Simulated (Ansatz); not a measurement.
**What TlSbS3 (model cell, started as cubic perovskite with Sb in the octahedra) distorts into**

Which phase does TlSbS3 (model cell, started as cubic perovskite with Sb in the octahedra) fall into along its unstable mode, and how much energy does it gain?

Program: Ansatz 0.2.0. Level of theory: DFT LDA, scalar-relativistic, plane waves, PAW; PAW set soft_1. Results are calculated unless marked as measured.

This is a report of a sequence of runs, with most program output left out.

The structure was built from a prototype and need not be the compound's stable phase.

### Step 1. The structure

The structure is cubic, space group Pm-3m (No. 221). The conventional cell has a = 4.956 Å, b = 4.956 Å, c = 4.956 Å, α = 90.00°, β = 90.00°, γ = 90.00°. Nearest to Tl lie 12 S at 3.50 Å. Sb has 6 S at 2.48 Å nearest. S has 2 Sb at 2.48 Å nearest. Farther neighbours and most contacts between anions are not listed.

### Step 2. Response at finite wavevector

The cell comes from relaxations at this level that are not shown. Stability and thermal properties need the whole zone. Linear response on a 2×2×2 q mesh gives force constants as far as a supercell of that size would.

input.yaml

```yaml
crystal:
  lattice:
    - [4.9559718062, 0.0, 0.0]
    - [0.0, 4.9559718062, 0.0]
    - [0.0, 0.0, 4.9559718062]
  atoms:
    - { symbol: Tl, position: [0.0, 0.0, 0.0] }
    - { symbol: Sb, position: [0.5, 0.5, 0.5] }
    - { symbol: S, position: [0.5, 0.5, 0.0] }
    - { symbol: S, position: [0.5, 0.0, 0.5] }
    - { symbol: S, position: [0.0, 0.5, 0.5] }
kpoints:
  mp_grid: { grid: [8, 8, 8] }
hamiltonian:
  xc: lda
  pseudopotentials: { kind: paw, azcp: { folder: soft_1 }, xc_functional: pbe }
scf:
  occupations: { method: methfessel_paxton, width: 0.2 }
output:
  eigenvalues: true
phonons:
  method: dfpt
  qmesh: [2, 2, 2]
  temperatures: { t_max: 1000, t_step: 50 }
  qpath:
    path:
      - [[0.0, 0.0, 0.0], [0.0, 0.5, 0.0], [0.5, 0.5, 0.0], [0.0, 0.0, 0.0], [0.5, 0.5, 0.5], [0.0, 0.5, 0.0]]
      - [[0.5, 0.5, 0.5], [0.5, 0.5, 0.0]]
    npoints: 10
```

Run with:

```sh
ansatz run input.yaml --threads 4 --pin off --max-ram 16384MiB --backend cpu --events-out ev --progress --plain --runs-dir out
```

Run time: 4.2 min. Hardware: 4 threads of Arm Neoverse V1, shared host; peak memory 1.3 GiB; 16 min of CPU time.

This step gave:

- volume per atom: 24.35 Å³
- gap on the k-mesh: 0 eV
- sum-rule residual before enforcement: 2.88e-5 eV/Å²
- lowest frequency on the path: -143.2 cm⁻¹
- point group: m-3m
- highest frequency on the path or at a solved wavevector: 352.4 cm⁻¹
- highest optical mode at the zone centre (no LO-TO term): 252.2 cm⁻¹
- lowest optical zone-centre mode: -122.6 cm⁻¹
- lowest mode on the q mesh (acoustic modes at Γ apart): -143.2 cm⁻¹

Frequencies (cm⁻¹) solved at each irreducible wavevector; negative means imaginary. Frequencies by wavevector, by row:

| q in reciprocal lattice units | star | mode 1 | mode 2 | mode 3 | mode 4 | mode 13 | mode 14 | mode 15 |
| --- | --- | --- | --- | --- | --- | --- | --- | --- |
| 0 0 0 | 1 | -122.6 | -122.6 | -122.6 | -98.7 | 252.2 | 252.2 | 252.2 |
| 0 0 -0.5 | 3 | -126.5 | -123.5 | -115.2 | -115.2 | 272.7 | 272.7 | 285.4 |
| 0 -0.5 -0.5 | 3 | -143.2 | -143.2 | -111.6 | -99.2 | 273.2 | 290.5 | 313.7 |
| -0.5 -0.5 -0.5 | 1 | -141.1 | -141.1 | -141.1 | -102.3 | 269.4 | 269.4 | 352.4 |

Interpolated from a 2×2×2 q mesh. Phonon branches along the path, in cm⁻¹:

| point | branch 1 | branch 2 | branch 3 | branch 4 | branch 12 | branch 13 | branch 14 | branch 15 |
| --- | --- | --- | --- | --- | --- | --- | --- | --- |
| Γ | -123 | -123 | -123 | -99 | 0 | 252 | 252 | 252 |
| halfway | -122 | -119 | -119 | -114 | 114 | 262 | 262 | 269 |
| X | -126 | -124 | -115 | -115 | 162 | 273 | 273 | 285 |
| halfway | -134 | -124 | -118 | -108 | 165 | 272 | 282 | 301 |
| M | -143 | -143 | -112 | -99 | 168 | 273 | 290 | 314 |
| halfway | -124 | -122 | -116 | -113 | 119 | 267 | 272 | 286 |
| Γ | -123 | -123 | -123 | -99 | 0 | 252 | 252 | 252 |
| halfway | -121 | -119 | -119 | -113 | 123 | 271 | 271 | 307 |
| R | -141 | -141 | -141 | -102 | 174 | 269 | 269 | 352 |
| halfway | -128 | -126 | -126 | -110 | 168 | 273 | 276 | 322 |
| X | -126 | -124 | -115 | -115 | 162 | 273 | 273 | 285 |
| jump to R | -141 | -141 | -141 | -102 | 174 | 269 | 269 | 352 |
| halfway | -139 | -139 | -120 | -107 | 171 | 271 | 277 | 337 |
| M | -143 | -143 | -112 | -99 | 168 | 273 | 290 | 314 |

Symmetry leaves 4 wavevectors to solve. The lowest mode among them, the acoustic zeros apart, lies at q = (0, -0.5, -0.5) and is imaginary, 143.2i cm⁻¹, so the energy falls along it.

### Step 3. The mode frozen in, largest atomic shift 0 Å

The mode followed lies at q = (0, -0.5, -0.5) with frequency 143.2i cm⁻¹ and is 2-fold degenerate, the softest among the wavevectors solved. At small amplitude the distorted cell has space group no. 51 by a symmetry search on the positions. The undistorted cell that holds it gives the zero of energy on the same k mesh.

System of this step: TlSbS3 (model cell, started as cubic perovskite with Sb in the octahedra). Symmetry: Pm-3m, No. 221, cubic system. The conventional cell has a = 4.956 Å, b = 4.956 Å, c = 4.956 Å, α = 90.00°, β = 90.00°, γ = 90.00°. Tl has 12 S at 3.50 Å nearest. Nearest to Sb lie 6 S at 2.48 Å. S has 2 Sb at 2.48 Å nearest. Nearest to S lie 2 Sb at 2.48 Å. Farther neighbours and most contacts between anions are not listed.

input.yaml

```yaml
crystal:
  lattice:
    - [-4.9559718062, 0.0, 0.0]
    - [0.0, -4.9559718062, -4.9559718062]
    - [0.0, -4.9559718062, 4.9559718062]
  atoms:
    - { symbol: Tl, position: [0.0, 0.5, 0.5] }
    - { symbol: Tl, position: [0.0, 0.0, 0.0] }
    - { symbol: Sb, position: [0.5, 0.0, 0.5] }
    - { symbol: Sb, position: [0.5, 0.5, 0.0] }
    - { symbol: S, position: [0.5, 0.25, 0.25] }
    - { symbol: S, position: [0.5, 0.75, 0.75] }
    - { symbol: S, position: [0.5, 0.25, 0.75] }
    - { symbol: S, position: [0.5, 0.75, 0.25] }
    - { symbol: S, position: [1.0, 0.0, 0.5] }
    - { symbol: S, position: [1.0, 0.5, 0.0] }
kpoints:
  mp_grid: { grid: [8, 6, 6] }
hamiltonian:
  xc: lda
  pseudopotentials: { kind: paw, azcp: { folder: soft_1 }, xc_functional: pbe }
scf:
  occupations: { method: methfessel_paxton, width: 0.2 }
output:
  forces: true
  stress: true
  eigenvalues: true
```

The job ended after 13 s (4 threads; peak memory 0.88 GiB; 52 s of CPU time).

Numbers from this step:

```
pressure                         : -0.04279 GPa
energy from the undistorted cell : 0 meV/atom
```

The run ends at a pressure of -0.04 GPa.

### Step 4. The mode frozen in, largest atomic shift 0.45 Å

The atoms are moved along the unstable eigenvector, the largest shift by 0.45 Å, with the cell fixed.

input.yaml, the sections that differ from step 3:

```yaml
crystal:
  lattice:
    - [-4.9559718062, 0.0, 0.0]
    - [0.0, -4.9559718062, -4.9559718062]
    - [0.0, -4.9559718062, 4.9559718062]
  atoms:
    - { symbol: Tl, position: [0.0, 0.4978372796, 0.5] }
    - { symbol: Tl, position: [0.0, 0.0021627204, 0.0] }
    - { symbol: Sb, position: [0.5, -0.0074755835, 0.5] }
    - { symbol: Sb, position: [0.5, 0.5074755835, 0.0] }
    - { symbol: S, position: [0.5, 0.25, 0.25] }
    - { symbol: S, position: [0.5, 0.75, 0.75] }
    - { symbol: S, position: [0.5, 0.25, 0.75] }
    - { symbol: S, position: [0.5, 0.75, 0.25] }
    - { symbol: S, position: [1.0, 0.0642049761, 0.5] }
    - { symbol: S, position: [1.0, 0.4357950239, 0.0] }
# kpoints, hamiltonian, scf, output: as in step 3
```

Wall time 20 s (4 threads); peak memory 1.1 GiB; 80 s of CPU time.

Numbers from this step:

| Quantity | Value |
| --- | --- |
| pressure | 0.08743 GPa |
| energy from the undistorted cell | -26.01 meV/atom |

The energy, extrapolated to zero smearing, is -26.01 meV/atom against the undistorted cell.

The run ends at a pressure of 0.09 GPa, with forces up to 0.17 eV/Å.

### Step 5. Energy along the mode, all amplitudes (two of the runs are shown above)

An imaginary frequency means negative curvature, so the energy should fall and then rise again as anharmonic terms take over.

This step gave:

```yaml
depth_at_the_lowest_point_sampled: 26.01 meV/atom
largest_atomic_shift_at_that_point: 0.45 Å
```

The energy from the parent by largest atomic shift:

| largest atomic shift (Å) | energy from the parent (meV/atom) |
| --- | --- |
| 0.000 | 0 |
| 0.040 | -0.418 |
| 0.080 | -1.62 |
| 0.140 | -4.61 |
| 0.220 | -10.1 |
| 0.320 | -18.0 |
| 0.450 | -26.0 |
| 0.600 | -23.2 |

Displacement at unit largest shift by atom:

| atom | x (Å) | y (Å) | z (Å) | size |
| --- | --- | --- | --- | --- |
| Tl1 | 0.000 | 0.024 | 0.024 | 0.034 |
| Tl2 | 0.000 | -0.024 | -0.024 | 0.034 |
| Sb3 | 0.000 | 0.082 | 0.082 | 0.116 |
| Sb4 | 0.000 | -0.082 | -0.082 | 0.116 |
| S5 | 0.000 | 0.000 | 0.000 | 0.000 |
| S6 | 0.000 | 0.000 | 0.000 | 0.000 |
| S7 | 0.000 | 0.000 | 0.000 | 0.000 |
| S8 | 0.000 | 0.000 | 0.000 | 0.000 |
| S9 | 0.000 | -0.707 | -0.707 | 1.000 |
| S10 | 0.000 | 0.707 | 0.707 | 1.000 |

The lowest of the steps tried is at 0.45 Å, 26.0 meV/atom below the parent; the bottom of the well need not coincide with a step.

### Step 6. Relaxing from the distorted cell

Starting from the lowest point found, all atoms and the cell are let go, so that strain and other modes of the same symmetry can join in.

Changes to input.yaml since step 4:

```diff
@@ -27 +27,6 @@
   eigenvalues: true
+relax:
+  adjacent_minimum: "off"
+  f_tol: 0.002
+  max_steps: 120
+  cell: { stress_tol: 0.03 }
```

The job ended after 2.9 min (4 threads; peak memory 1.1 GiB; 11 min of CPU time).

Step by step:

| step | energy less that of the first step (eV) | largest force component (eV/Å) | pressure (GPa) | volume (Å³) |
| --- | --- | --- | --- | --- |
| 1 | 0.0000 | 0.1222 | 0.09 | 243.45 |
| 2 | -0.1393 | 0.1270 | 0.16 | 242.46 |
| 3 | -0.1784 | 0.1182 | 0.07 | 241.84 |
| 4 | -0.1850 | 0.0303 | -0.03 | 242.20 |
| 5 | -0.1889 | 0.0119 | 0.08 | 241.47 |
| 6 | -0.1891 | 0.0025 | -0.03 | 241.85 |
| 7 | -0.1892 | 0.0021 | 0.00 | 241.68 |
| 8 | -0.1892 | 0.0001 | 0.00 | 241.70 |
| 9* | -0.1897 | 0.0001 | 0.00 | 241.70 |

Relaxation steps marked * repeat the geometry before them on a plane-wave basis chosen anew for their cell, so energy and pressure can jump there.

Forces are held to the 8 operations that the run works with; a distortion that breaks them can't arise in this run.

| cell as run | before | after | change |
| --- | --- | --- | --- |
| a (Å) | 4.956 | 4.699 | -5.2 % |
| b (Å) | 7.009 | 7.387 | +5.4 % |
| c (Å) | 7.009 | 6.962 | -0.7 % |
| volume (Å³/atom) | 24.35 | 24.17 | -0.7 % |

The atoms that moved most (Å, as changes of fractional coordinates times the final cell):

| atom | dx | dy | dz | length |
| --- | --- | --- | --- | --- |
| S9 | 0.000 | -0.214 | -0.214 | 0.303 |
| S10 | 0.000 | 0.214 | 0.214 | 0.303 |
| Tl1 | 0.000 | -0.111 | -0.111 | 0.157 |
| Tl2 | 0.000 | 0.111 | 0.111 | 0.157 |
| Sb4 | 0.000 | -0.008 | -0.008 | 0.011 |
| Sb3 | 0.000 | 0.008 | 0.008 | 0.011 |

Numbers from this step:

- pressure: 0.002097 GPa
- volume per atom: 24.17 Å³

The distorted start has space group Pmma; the relaxation ends in Pmma.

### Step 7. The new phase in its own primitive cell

The relaxed structure is symmetrised, reduced to its primitive cell and relaxed tightly, as its phonons need.

input.yaml, the sections that differ from step 6:

```yaml
crystal:
  lattice:
    - [6.9623893244, 0.0, 0.0]
    - [0.0, 4.6994746275, 0.0]
    - [0.0, 0.0, 7.3870526201]
  atoms:
    - { symbol: Tl, position: [0.25, 0.0, 0.2691560591] }
    - { symbol: Tl, position: [0.75, 0.0, 0.7308439409] }
    - { symbol: Sb, position: [0.25, 0.5, 0.7409997274] }
    - { symbol: Sb, position: [0.75, 0.5, 0.2590002726] }
    - { symbol: S, position: [0.5, 0.5, 0.0] }
    - { symbol: S, position: [0.0, 0.5, 0.5] }
    - { symbol: S, position: [0.0, 0.5, 0.0] }
    - { symbol: S, position: [0.5, 0.5, 0.5] }
    - { symbol: S, position: [0.25, 0.0, 0.8552490385] }
    - { symbol: S, position: [0.75, 0.0, 0.1447509615] }
kpoints:
  mp_grid: { grid: [6, 8, 6] }
relax:
  adjacent_minimum: "off"
  f_tol: 0.001
  max_steps: 60
  cell: { stress_tol: 0.01 }
# hamiltonian, scf, output: as in step 6
```

It took 78 s on 4 threads; peak memory 1.1 GiB.

Little changed from the start: no atom moved by 0.005 Å and no cell edge by 0.1 %.

Numbers from this step:

| Item | Value |
| --- | --- |
| pressure | 2.64e-4 GPa |

The largest force component left is 0.66 meV/Å and the pressure is 0.000 GPa, within the tolerances set. The cell now holds 24.17 Å³/atom.

### Step 8. Modes of the new phase, k-mesh 6×8×6

A relaxed structure may still be a saddle point, so its zone-centre modes are computed. No field response is asked, since the mesh shows no gap.

input.yaml, the sections that differ from step 7:

```yaml
crystal:
  lattice:
    - [6.9614662433, 0.0, 0.0]
    - [0.0, 4.6984456809, 0.0]
    - [0.0, 0.0, 7.3896394823]
  atoms:
    - { symbol: Tl, position: [0.25, 0.0, 0.2691338693] }
    - { symbol: Tl, position: [0.75, 0.0, 0.7308661307] }
    - { symbol: Sb, position: [0.25, 0.5, 0.7409723346] }
    - { symbol: Sb, position: [0.75, 0.5, 0.2590276654] }
    - { symbol: S, position: [0.5, 0.5, 0.0] }
    - { symbol: S, position: [0.0, 0.5, 0.5] }
    - { symbol: S, position: [0.0, 0.5, 0.0] }
    - { symbol: S, position: [0.5, 0.5, 0.5] }
    - { symbol: S, position: [0.25, 0.0, 0.8553549952] }
    - { symbol: S, position: [0.75, 0.0, 0.1446450048] }
output:
  eigenvalues: true
phonons:
  method: dfpt
# kpoints, hamiltonian, scf: as in step 7
# relax: removed
```

Run time: 11 min. Hardware: 4 threads; peak memory 3.9 GiB.

Numbers from this step:

```
sum-rule residual before enforcement                    : 7.23e-5 eV/Å²
point group                                             : mmm
highest optical mode at the zone centre (no LO-TO term) : 295.3 cm⁻¹
lowest optical zone-centre mode                         : -140.2 cm⁻¹
```

Patterns of degenerate modes are one choice out of their space. The modes at Γ (shares of kinetic energy by element, %) (negative means imaginary):

| mode | frequency (cm⁻¹) | symmetry | Tl % | Sb % | S % |
| --- | --- | --- | --- | --- | --- |
| 1 | -140.2 | B3u | 1 | 2 | 97 |
| 2 | -91.8 | B2g | 1 | 2 | 97 |
| 3 | -81.0 | B2u | 3 | 10 | 87 |
| 4 | -70.6 | B1u | 1 | 15 | 84 |
| 5 | -70.3 | B3u | 4 | 0 | 96 |
| 6 | -62.7 | B3u | 0 | 25 | 75 |
| 7 | -52.6 | Au | 0 | 0 | 100 |
| 8 | -30.2 | B2u | 0 | 10 | 90 |
| 9 | -17.1 | B3g | 80 | 16 | 4 |
| 10 | -9.5 | B2u | 49 | 36 | 16 |
| 11 | 0.0 | acoustic | 48 | 29 | 23 |
| 12 | 0.0 | acoustic | 48 | 29 | 23 |
| 13 | 0.0 | acoustic | 48 | 29 | 23 |
| 14 | 24.5 | B2g | 98 | 1 | 1 |
| 15 | 29.0 | B3g | 20 | 64 | 16 |
| 16 | 35.0 | B3u | 47 | 32 | 21 |
| 17 | 36.2 | Ag | 96 | 1 | 2 |
| 18 | 46.2 | B1u | 46 | 40 | 14 |
| 19 | 46.2 | Au | 0 | 0 | 100 |
| 20 | 66.7 | B1u | 3 | 1 | 96 |
| 21 | 120.7 | B3u | 0 | 9 | 91 |
| 22 | 153.9 | Ag | 3 | 43 | 54 |
| 23 | 163.2 | B2g | 1 | 97 | 2 |
| 24 | 172.7 | B1u | 1 | 5 | 94 |
| 25 | 187.4 | Ag | 0 | 56 | 44 |
| 26 | 203.8 | B1u | 0 | 9 | 91 |
| 27 | 264.0 | B3u | 0 | 3 | 97 |
| 28 | 277.4 | B3g | 0 | 20 | 80 |
| 29 | 294.8 | B2u | 0 | 16 | 84 |
| 30 | 295.3 | B1u | 0 | 1 | 99 |

Displacements in mode 1 (-140.2 cm⁻¹), the largest set to 1:
```
Tl1 -0.03  0.00  0.00
Tl2 -0.03  0.00  0.00
Sb3 -0.08  0.00  0.00
Sb4 -0.08  0.00  0.00
S5  -0.44  0.00 -0.04
S6  -0.04  0.00 -0.11
S7  -0.44  0.00  0.04
S8  -0.04  0.00  0.11
S9   1.00  0.00  0.00
S10  1.00  0.00  0.00
```

Displacements in mode 14 (24.5 cm⁻¹), the largest set to 1:
```
Tl1  1.00  0.00  0.00
Tl2 -1.00  0.00  0.00
Sb3 -0.11  0.00  0.00
Sb4  0.11  0.00  0.00
S5   0.00  0.00  0.00
S6   0.00  0.00  0.00
S7   0.00  0.00  0.00
S8   0.00  0.00  0.00
S9  -0.26  0.00  0.00
S10  0.26  0.00  0.00
```

Before it was imposed, the acoustic sum rule was missed by 7.2e-5 eV/Å². Small misses are needed for a sound result but don't prove that mesh and cutoff are converged. The lowest optical mode is imaginary, 140.2i cm⁻¹, so the energy falls along it.

### Step 9. Results

| Item | Value |
| --- | --- |
| unstable mode of the parent | q = (0, -0.5, -0.5), 143i cm⁻¹ |
| depth at the lowest point sampled | 26.0 meV/atom |
| largest atomic shift at that point | 0.45 Å |
| space group reached (within 0.01 Å) | Pmma |
| energy gained over the parent (first relaxation, on the mesh of the frozen mode) | 44.6 meV/atom |
| volume per atom, phase reached | 24.2 Å³ |
| lowest optical zone-centre mode, phase reached | -140 cm⁻¹ |
| highest optical mode at the zone centre (no LO-TO term), phase reached | 295 cm⁻¹ |

In words: Along this mode the structure falls into Pmma, 44.6 meV/atom below the parent. At the parent's cell the well is 26.01 meV/atom deep on the steps tried, with its lowest point at a shift of 0.45 Å. Relaxing atoms and cell changes the gain by +18.64 meV/atom against the lowest step (energies at zero smearing). The new phase still has an imaginary mode at the zone centre of its cell, so it is a saddle point on the way to a lower structure. Of the 6 patterns followed to their end from this parent, this one ends 123 meV/atom above the lowest, Imma. Each path keeps the symmetry of its pattern, so a lower phase may lie along a pattern not tried. With no gap, or one that is small against the smearing, the frequencies hang on the k mesh and the smearing, most of all near Kohn anomalies. Spin-orbit coupling is left out, which can matter for the heavy elements here. The PAW files were made for PBE and serve the other functionals too. The starting cell was built on a prototype and not taken from a measurement, so the phase need not exist.

[Logs are printed without paths, hosts, clocks, repeated set-up lines and the standing remarks that a program may print on its own settings, such as how far it seeks lower states.]

[Hosts, paths, dates, database ids (printed as entryN), source tags and the programs' standing remarks are cut or masked in the printed files.]
